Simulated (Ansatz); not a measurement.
**How many bands does the GW gap of AlGaAs2 (zincblende [001] superlattice) need?**

How do accuracy and time trade against each other in G0W0 on AlGaAs2 (zincblende [001] superlattice)?

Main program and level: Ansatz 0.2.0; G0W0 on PBEsol, plane waves, PAW.

**1. The structure**

The cell holds 16 atoms: 4 Ga, 8 As and 4 Al. Cell: a = 4.012 Å, b = 4.012 Å, c = 22.617 Å, α = 90.0°, β = 90.0°, γ = 90.0°. It derives from GaAs. Regions: GaAs, 8 atoms (4 Ga and 4 As); AlAs, 8 atoms (4 Al and 4 As). The structure's axis is c.

The structure was relaxed with PBEsol. The runs that relaxed it are not among those shown. The default PAW set here is soft_2. Its files were made with PBE.

**2. 274 empty bands, screening to 48 eV**

Now the one-shot GW correction: screening in the RPA, then the self-energy of the levels asked for.

Contents of input.yaml:

```yaml
crystal:
  lattice:
    - [4.0118785225, 0.0, 0.0]
    - [0.0, 4.0119350278, 0.0]
    - [0.0, 0.0, 22.6165437111]
  atoms:
    - { symbol: Ga, position: [0.0, 0.0, 0.0315546965] }
    - { symbol: As, position: [0.5, 0.0, 0.0938715854] }
    - { symbol: Ga, position: [0.5, 0.5, 0.1561601934] }
    - { symbol: As, position: [0.0, 0.5, 0.2184744516] }
    - { symbol: Ga, position: [0.0, 0.0, 0.2807878426] }
    - { symbol: As, position: [0.5, 0.0, 0.3430783812] }
    - { symbol: Ga, position: [0.5, 0.5, 0.4053951285] }
    - { symbol: As, position: [0.0, 0.5, 0.4679348848] }
    - { symbol: Al, position: [0.0, 0.0, 0.5304173579] }
    - { symbol: As, position: [0.5, 0.0, 0.5930920996] }
    - { symbol: Al, position: [0.5, 0.5, 0.6557829735] }
    - { symbol: As, position: [0.0, 0.5, 0.7184768723] }
    - { symbol: Al, position: [0.0, 0.0, 0.7811693708] }
    - { symbol: As, position: [0.5, 0.0, 0.8438610855] }
    - { symbol: Al, position: [0.5, 0.5, 0.9065338597] }
    - { symbol: As, position: [0.0, 0.5, 0.9690166248] }
kpoints:
  mp_grid: { grid: [4, 4, 2] }
hamiltonian:
  xc: pbesol
scf:
  occupations: { method: fixed }
gw:
  n_empty_bands: 274
  ecut_chi: 48
  qp_bands: [v4, c4]
  qp_kpoints: band_edges
  screening: { model: contour_deformation }
```

The run is started by

```console
$ ansatz run input.yaml --threads 3 --pin off --max-ram 92160MiB --backend cuda --events-out ev --progress --plain --runs-dir out --devices 1 --max-vram 13GiB  # rebuilt from the run's record
```

Numbers of over 12 decimals in the logs are rounded to 6 here.

Log:

```text
Warning: 4 symmetry operations that the atoms keep within the bar at which the run's group was sought (crystal.symmetry.tolerance 1.0e-5, or twice it) were not taken beside the 4 unitary ones that the detection took (of a slab, those that keep its plane). If the more symmetric cell is meant, write the vectors of crystal.lattice to more decimals, or, with the positions in fractional coordinates, give it by lengths and [...]
GPUs: using 1 of 1 available (devices: 1).
Engine: ansatz 0.2.0, x86_64-unknown-linux-gnu
Pseudopotentials: kind: paw
Pseudopotential: Ga, paw, valence charge 13, recommended cutoff 420 eV (normal), Ga.paw.azcp
Pseudopotential: As, paw, valence charge 15, recommended cutoff 420 eV (normal), As.paw.azcp
Pseudopotential: Al, paw, valence charge 3, recommended cutoff 420 eV (normal), Al.paw.azcp
Functional definition: PBEsol
  exchange = pbesol_x
  correlation = pbesol_c
device memory: the entry about to start is reckoned to put 5.3 GiB on a device that reports 45.2 GiB free (of which the cap on the GPU budget leaves the run 13.0 GiB)
GPU FFT provider: cuFFT
GPU libraries: cuBLAS 13.8.2, cuFFT 12.4.0, cuSOLVER 12.3.4
Crystal: 16 atoms, lattice volume = 364.022 Å³
Basis set: ecut = 420 eV, 7107 PW (Γ)
Bands: 111, of which v1, the nominal top of the filled ones, is band 92 counted from 1 (91 counted from 0)
Symmetry: 4 space group operations
k-points: 18 of 32
Non-local potential: Ga, projectors of the file, l = 0: 2, l = 1: 2, l = 2: 3, l = 3: 1
Non-local potential: As, projectors of the file, l = 0: 2, l = 1: 2, l = 2: 3, l = 3: 1
Non-local potential: Al, projectors of the file, l = 0: 2, l = 1: 2, l = 2: 1
PAW form: soft (Blöchl's): semilocal exchange-correlation on the pseudo side does not see the compensation charge
PAW frozen core: Ga, regenerated for the run's functional, and the local potential with it (the file was generated under x = pbe(κ = 0.804, μ = 0.219515), c = pbe(β = 0.066725))
PAW frozen core: As, regenerated for the run's functional, and the local potential with it (the file was generated under x = pbe(κ = 0.804, μ = 0.219515), c = pbe(β = 0.066725))
PAW frozen core: Al, regenerated for the run's functional, and the local potential with it (the file was generated under x = pbe(κ = 0.804, μ = 0.219515), c = pbe(β = 0.066725))
PAW one-centre angular grid: Ga, 590 points (default); XC on 64 Gauss nodes
PAW one-centre angular grid: As, 590 points (default); XC on 64 Gauss nodes
PAW one-centre angular grid: Al, 110 points (default); XC on 64 Gauss nodes
Initial density: superposition of atomic densities (neutral atoms: chi_scale 0, normalization atom), corrected by the library's trained network
Initial wavefunctions: pseudopotential atomic-orbital guess
GPU buffer pool allocated for 116640 grid points (all kernels)
GPU transforms: local potential and band sums: pruned to the plane-wave sphere, on 27×27×160
Functional: x = pbesol(κ = 0.804, μ = 0.123457), c = pbesol(β = 0.046)
SCF iter   1: F=—  HF=-55580.827061 eV  |F-HF|=—  |Δ(HF+E_count)|=         —  Δρ=2.58e-3  dr2=3.98e-2  ethr=1.77e-3  ⟨swp⟩=4.8  Hψ=6292  notcnv=0  defer=261
preconditioner: auto → Resta (q_TF=auto, 2.435 Å⁻¹)  ε∞=3.6  [insulator: Δε(μ)=0.995 eV  Ē_g=12.397 eV  n_scr=96 (ndim 8)  ℏωp=19.8 eV  f_vac=0.039  ε∞_Penn≈3.6]
SCF iter   2: F=—  HF=-55580.810392 eV  |F-HF|=—  |Δ(HF+E_count)|=   1.67e-2  Δρ=1.41e-3  dr2=1.13e-2  ethr=2.16e-5  ⟨swp⟩=3.0  Hψ=3996  notcnv=0  defer=306
SCF iter   3: F=—  HF=-55580.809243 eV  |F-HF|=—  |Δ(HF+E_count)|=   1.15e-3  Δρ=4.96e-4  dr2=3.43e-3  ethr=6.12e-6  ⟨swp⟩=2.1  Hψ=2141  notcnv=0  defer=306
SCF iter   4: F=—  HF=-55580.809181 eV  |F-HF|=—  |Δ(HF+E_count)|=   6.20e-5  Δρ=1.90e-4  dr2=7.96e-4  ethr=1.86e-6  ⟨swp⟩=2.2  Hψ=2140  notcnv=0  defer=306
SCF iter   5: F=—  HF=-55580.809199 eV  |F-HF|=—  |Δ(HF+E_count)|=   1.72e-5  Δρ=8.94e-5  dr2=3.46e-5  ethr=4.33e-7  ⟨swp⟩=2.0  Hψ=2041  notcnv=0  defer=245
SCF iter   6: F=—  HF=-55580.809238 eV  |F-HF|=—  |Δ(HF+E_count)|=   3.93e-5  Δρ=3.60e-5  dr2=5.42e-6  ethr=1.88e-8  ⟨swp⟩=2.0  Hψ=3296  notcnv=0  defer=205
SCF iter   7: F=—  HF=-55580.809238 eV  |F-HF|=—  |Δ(HF+E_count)|=   2.33e-7  Δρ=1.24e-5  dr2=3.82e-7  ethr=2.95e-9  ⟨swp⟩=2.0  Hψ=3424  notcnv=0  defer=205
SCF iter   8: F=-55580.809239 eV  HF=-55580.809238 eV  |F-HF|=2.99e-8  |Δ(HF+E_count)|=   3.48e-7  Δρ=3.26e-6  dr2=3.58e-8  ethr=5.43e-11  ⟨swp⟩=10.8  Hψ=9188  notcnv=0
SCF 1 converged in 8 iterations: F = -55580.809239 eV  dr2 = 3.58e-8
  greatest PAW one-centre occupation: 0.999 electrons in one spin orbital (limit 2), on the As atom at site 3 (counted from 0), in its partial waves of l = 2
device memory: the entry about to start is reckoned to put 6.1 GiB (of the 6.4 GiB reckoned in all, the device holds 0.3 GiB already) on a device that reports 45.9 GiB free (of which the cap on the GPU budget leaves the run 12.7 GiB)
NSCF: frozen V_eff on 18 k-points
the band table was solved once the SCF had ended and its energy, with any forces and stress, was formed, with the checks that follow a solve (7985 applications of the Hamiltonian). They found nothing against the state; the energy, forces and stress were not computed again (output.eigenvalues in the input reference)
device memory: the entry about to start is reckoned to put 7.0 GiB on a device that reports 46.2 GiB free (of which the cap on the GPU budget leaves the run 13.0 GiB)
NSCF: frozen V_eff on 18 k-points
G₀W₀ screening: q 1/18
[... further progress lines ...]
SCF converged after 8 iterations
Free energy (F): -55580.809239 eV
Harris-Foulkes:  -55580.809238 eV  (|F-HF|=2.99e-8)
Internal energy: -55580.809239 eV  (E = F + TS)
E sigma→0 (E₀):  -55580.809239 eV
Fermi energy:    7.159445 eV
--- Per-component energies (eV) ---
  E_band       = -2372.316491
  E_kinetic    = 1384.559507
  E_local      = -33419.322887  (includes V_loc(G=0)·N_el)
  E_nonlocal   = -3599.081827
  E_hartree    = 17030.976450
  E_xc         = -1060.455215
  E_vxc        = -982.559866  (∫ρ·V_xc dr)
  E_paw        = -23965.144646  (= ΣΔE_a)
  E_vpaw       = 182.152477  (= ΣTr[D̂ρ^β])
  E_aug_tail   = -0.000505  (compensation charges beyond the density's cutoff)
  E_ewald      = -11963.600012
  E_core_change = 11.259897  (= ΣΔE_core)
  E_smearing   = -0.000000  (= −TS)
  E_closure    = 0.000000  (closes the sum)
  Σ components = -55580.809239   (vs F -55580.809239, Δ=0.00e0)
--- Band table (eV; the first three rows and the last of 18) ---
  k-point 0: bands = [... 88 lower, 6.5376, 7.1263, 7.1593, 7.1594, 8.1695, 8.3472, 8.6100, 8.7438, ... 15 higher]
  k-point 1: bands = [... 88 lower, 6.8020, 6.8021, 7.0888, 7.0889, 8.3173, 8.5711, 8.6505, 8.8853, ... 15 higher]
  k-point 2: bands = [... 88 lower, 6.5374, 6.5463, 6.5633, 6.9337, 8.9062, 8.9515, 9.1107, 9.3536, ... 15 higher]
  k-point 17: bands = [... 88 lower, 4.5498, 4.5659, 4.5693, 4.5780, 8.5507, 8.6077, 8.8919, 8.9207, ... 15 higher]
--- G₀W₀: contour deformation, 6 samples at zero and on the imaginary axis and 1 off it, 32 q-points, 274 empty bands' worth ---
  eigenvalues of the whole cell's RPA ε∞ on this k-mesh (on a slab, of 1 + 4πα/V) = 13.2131, 17.7814, 17.7821; static W/v taken at q = 0 is 0.032743
  gw.qp_kpoints: band_edges: 12 of 18 stored k-points solved, in 1 pass; an edge of the gap read off the rows below is read off those points alone
    valence top: of the k-points left out ik 9 came nearest to being solved in a further pass, in band 92 (counted from 1, as in the quasiparticle table): it holds the edge there only if its correction is more favourable than any solved in that band by at least 1.015 eV; those differ by 0.225 eV
    conduction bottom: of the k-points left out ik 8 came nearest to being solved in a further pass, in band 93 (counted from 1, as in the quasiparticle table): it holds the edge there only if its correction is more favourable than any solved in that band by at least 0.974 eV; those differ by 0.548 eV
    ik  band        ε_KS         Σx   Σc(E_QP)       V_xc       Z   E_QP_lin       E_QP  E_QP is
     0    89      6.5376   -15.9558     1.7871   -14.1144  0.7650     6.4832     6.4832  root
     0    90      7.1263   -15.7924     1.1279   -14.7187  0.7776     7.1804     7.1805  root
     0    91      7.1593   -16.5098     1.6025   -14.9119  0.7731     7.1638     7.1638  root
     0    92      7.1594   -16.5099     1.6025   -14.9119  0.7731     7.1639     7.1639  root
     0    93      8.1695   -10.6092    -2.9777   -14.4339  0.7857     9.0263     9.0164  root
     0    94      8.3472    -6.3126    -3.5123   -10.2070  0.7837     8.7315     8.7293  root
     0    95      8.6100    -6.6604    -3.5471   -10.5773  0.7831     8.9819     8.9798  root
     0    96      8.7438    -7.0228    -3.5373   -10.9271  0.7858     9.1127     9.1108  root
     1    89      6.8020   -15.9251     1.7332   -14.1568  0.7688     6.7669     6.7670  root
     1    90      6.8021   -15.9251     1.7332   -14.1569  0.7688     6.7671     6.7671  root
     1    91      7.0888   -16.5043     1.5991   -14.9043  0.7722     7.0879     7.0879  root
     1    92      7.0889   -16.5044     1.5991   -14.9044  0.7722     7.0881     7.0881  root
     1    93      8.3173    -5.7717    -3.5540    -9.6474  0.7834     8.6405     8.6389  root
     1    94      8.5711    -9.1399    -3.1037   -12.8657  0.7825     9.1989     9.1933  root
     1    95      8.6505    -8.1509    -3.3085   -11.9272  0.7847     9.1214     9.1183  root
     1    96      8.8853    -7.9284    -3.4463   -11.8725  0.7809     9.3870     9.3831  root
     2    89      6.5374   -16.1333     1.8345   -14.2504  0.7654     6.4889     6.4889  root
     2    90      6.5463   -15.7749     1.5422   -14.2120  0.7705     6.5255     6.5256  root
     2    91      6.5633   -15.8266     1.5291   -14.2788  0.7707     6.5446     6.5446  root
     2    92      6.9337   -16.5122     1.7085   -14.7971  0.7704     6.9271     6.9271  root
     2    93      8.9062    -9.1454    -3.3550   -13.1985  0.7817     9.6120     9.6044  root
     2    94      8.9515    -9.4904    -3.3319   -13.5564  0.7813     9.6941     9.6856  root
     2    95      9.1107    -6.6860    -3.6477   -10.7665  0.7801     9.5466     9.5435  root
     2    96      9.3536    -7.4320    -3.6571   -11.5807  0.7780     9.8496     9.8451  root
[...]
17    89      4.5498   -15.2316     2.3046   -12.7769  0.7405     4.3992     4.3997  root
    17    90      4.5659   -15.0991     2.3305   -12.5625  0.7405     4.3588     4.3599  root
    17    91      4.5693   -15.2239     2.3083   -12.7596  0.7401     4.4127     4.4133  root
    17    92      4.5780   -15.0813     2.3338   -12.5268  0.7410     4.3561     4.3573  root
    17    93      8.5507    -5.9127    -3.4514    -9.6817  0.7847     8.8699     8.8683  root
    17    94      8.6077    -5.9436    -3.4664    -9.7212  0.7844     8.9204     8.9190  root
    17    95      8.8919    -6.7254    -3.4628   -10.5074  0.7881     9.2124     9.2110  root
    17    96      8.9207    -6.6962    -3.4732   -10.4858  0.7874     9.2386     9.2371  root
```

It took 82 s on 1 × NVIDIA H100 80GB HBM3 (shared by 6 runs) with 3 threads of AMD EPYC 7R13 (Zen 3), shared host; peak memory 2.3 GiB; 2.2 min of CPU time.

The column dr2 measures how far the density is from self-consistency, as an energy; F and HF (Harris–Foulkes) agree once it is small.

This step gave:

```
bands summed                                 : 366
RPA ε∞ on this mesh (eigenvalues)            : 13.21, 17.78, 17.78
plane waves in the screening matrix          : 285
q-points in the mesh                         : 32
G0W0 gap on the mesh                         : 1.458 eV
k of the valence top                         : 0, 0, 0
k of the conduction bottom                   : 0, 0, -0.5
starting gap on the mesh                     : 1.010 eV
Z at the valence top                         : 0.7776
Z at the conduction bottom                   : 0.7834
least direct G0W0 gap on the computed points : 1.549 eV
```

The gap on the mesh goes from 1.01 eV to 1.46 eV, a correction of +0.45 eV, though a band edge has moved to another state.

**3. 1086 empty bands, screening to 120 eV**

Bands and screening cutoff are moved together, since each hides the error of the other.

Changes to input.yaml since step 2:

```diff
@@ -29,4 +29,4 @@
 gw:
-  n_empty_bands: 274
-  ecut_chi: 48
+  n_empty_bands: 1086
+  ecut_chi: 120.0
   qp_bands: [v4, c4]
```

Log:

```text
[...]
GPUs: using 1 of 1 available (devices: 1).
[...]
GPU FFT provider: cuFFT
GPU libraries: cuBLAS 13.8.2, cuFFT 12.4.0, cuSOLVER 12.3.4
Crystal: 16 atoms, lattice volume = 364.022 Å³
Basis set: ecut = 420 eV, 7107 PW (Γ)
Bands: 111, of which v1, the nominal top of the filled ones, is band 92 counted from 1 (91 counted from 0)
[... 1 set-up line as in the run before ...]
k-points: 18 of 32
[...]
GPU buffer pool allocated for 116640 grid points (all kernels)
[...]
SCF iter   1: F=—  HF=-55580.827061 eV  |F-HF|=—  |Δ(HF+E_count)|=         —  Δρ=2.58e-3  dr2=3.98e-2  ethr=1.77e-3  ⟨swp⟩=4.8  Hψ=6292  notcnv=0  defer=261
[...]
SCF iter   8: F=-55580.809239 eV  HF=-55580.809238 eV  |F-HF|=2.99e-8  |Δ(HF+E_count)|=   3.48e-7  Δρ=3.26e-6  dr2=3.58e-8  ethr=5.43e-11  ⟨swp⟩=10.8  Hψ=9188  notcnv=0
SCF 1 converged in 8 iterations: F = -55580.809239 eV  dr2 = 3.58e-8
[...]
NSCF: frozen V_eff on 18 k-points
[...]
G₀W₀ screening: q 1/18
[... further progress lines ...]
SCF converged after 8 iterations
Free energy (F): -55580.809239 eV
[...]
Internal energy: -55580.809239 eV  (E = F + TS)
E sigma→0 (E₀):  -55580.809239 eV
Fermi energy:    7.159445 eV
[...]
--- Band table (eV; the first three rows and the last of 18) ---
  k-point 0: bands = [... 88 lower, 6.5376, 7.1263, 7.1593, 7.1594, 8.1695, 8.3472, 8.6100, 8.7438, ... 15 higher]
  k-point 1: bands = [... 88 lower, 6.8020, 6.8021, 7.0888, 7.0889, 8.3173, 8.5711, 8.6505, 8.8853, ... 15 higher]
  k-point 2: bands = [... 88 lower, 6.5374, 6.5463, 6.5633, 6.9337, 8.9062, 8.9515, 9.1107, 9.3536, ... 15 higher]
  k-point 17: bands = [... 88 lower, 4.5498, 4.5659, 4.5693, 4.5780, 8.5507, 8.6077, 8.8919, 8.9207, ... 15 higher]
[...]
0    89      6.5376   -15.9558     1.3280   -14.1144  0.7610     6.0196     6.0242  root
     0    90      7.1263   -15.7924     0.6251   -14.7187  0.7726     6.6756     6.6777  root
     0    91      7.1593   -16.5098     1.1090   -14.9119  0.7683     6.6671     6.6704  root
     0    92      7.1594   -16.5099     1.1090   -14.9119  0.7683     6.6672     6.6705  root
     0    93      8.1695   -10.6092    -3.4555   -14.4339  0.7835     8.5400     8.5386  root
     0    94      8.3472    -6.3126    -3.7483   -10.2070  0.7830     8.4936     8.4933  root
     0    95      8.6100    -6.6604    -3.7954   -10.5773  0.7824     8.7317     8.7315  root
     0    96      8.7438    -7.0228    -3.7958   -10.9271  0.7853     8.8524     8.8522  root
[...]
17    93      8.5507    -5.9127    -3.6751    -9.6817  0.7839     8.6447     8.6445  root
    17    94      8.6077    -5.9436    -3.6839    -9.7212  0.7837     8.7015     8.7014  root
    17    95      8.8919    -6.7254    -3.7069   -10.5074  0.7875     8.9670     8.9669  root
    17    96      8.9207    -6.6962    -3.7136   -10.4858  0.7868     8.9968     8.9967  root
```

It took 5.4 min on 1 × NVIDIA H100 80GB HBM3 (shared by 6 runs) with 3 threads; peak memory 7 GiB; 8.8 min of CPU time.

Numbers from this step:

* bands summed: 1178
* RPA ε∞ on this mesh (eigenvalues): 12.93, 17.37, 17.37
* plane waves in the screening matrix: 1069
* q-points in the mesh: 32
* G0W0 gap on the mesh: 1.752 eV
* k of the valence top: 0, 0, 0
* k of the conduction bottom: 0, 0, -0.5
* starting gap on the mesh: 1.010 eV
* Z at the valence top: 0.7726
* Z at the conduction bottom: 0.7828
* least direct G0W0 gap on the computed points: 1.816 eV

Against the run with 4×4×2 mesh, 274 empty bands, screening to 48 eV, the gap moves by +0.29 eV.

**4. Side by side**

Times are wall times on 1 × NVIDIA H100 80GB HBM3 (shared by 6 runs) with 3 threads of AMD EPYC 7R13 (Zen 3), shared host, good to a factor of about two.

```tsv
mesh	files	frequency	bands summed	cutoff (eV)	start (eV)	G0W0 (eV)	time	host memory (GiB)
4×4×2	default PAW	contour deformation	366	48	1.010	1.458	82 s	2.3
4×4×2	default PAW	contour deformation	1178	120	1.010	1.752	5.4 min	7.0
```

How the two edges are built up, in eV (the quasiparticle level is the starting level plus Σx plus Σc less Vxc):

```tsv
run	edge	start	Σx	Σc	Vxc	Z	QP
366 bands	valence top	7.13	-15.79	1.13	-14.72	0.78	7.18
366 bands	conduction bottom	8.32	-5.77	-3.55	-9.65	0.78	8.64
1178 bands	valence top	7.13	-15.79	0.63	-14.72	0.77	6.68
1178 bands	conduction bottom	8.32	-5.77	-3.76	-9.65	0.78	8.43
```

 Where G0W0 reorders the edges (366 bands and 1178 bands), the two states listed lie further apart at the start than the starting gap.

**5. Results**

```yaml
366_bands_48_ev: 1.458 eV
1178_bands_120_ev: 1.752 eV
estimated_limit_in_bands_and_cutoff: 1.88 eV
mesh_and_start: 4×4×2, PBEsol
```

**Reading.** A line in one over the bands through the two rungs gives 1.88 eV, +0.13 eV from the top rung; with two points alone it is an unchecked estimate. The rungs stand 0.43 eV (366 bands) and 0.13 eV (1178 bands) from it. From 366 to 1178 bands the gap moves by +0.29 eV while the time grows 3.9-fold. Σc changes by −0.50 eV at the valence top and −0.21 eV at the conduction bottom, so the valence edge carries most of the change. The 4×4×2 mesh is coarse for this cell (its supercell is 16 Å along the shortest edge). The RPA ε∞ on it, from the PBEsol start, is 12.93 and 17.37; such meshes misread the long-range screening, most where the gap is narrow. The many-body steps are scalar-relativistic: spin-orbit coupling is not in them.

[Paths, hosts, dates, memory and timing lines, banners, echoed tables and standing remarks are left out of the program output.]

[Logs are printed without paths, hosts, clocks, repeated set-up lines and the standing remarks that a program may print on its own settings, such as how far it seeks lower states.]

[Runs of the session that timed out or met a known fault of the program may be left out.]

[Cells called generated may have been cut or substituted from an entry of the Crystallography Open Database or the Materials Project.]

[Hosts, paths, dates, database ids (printed as entryN), source tags and the programs' standing remarks are cut or masked in the printed files.]
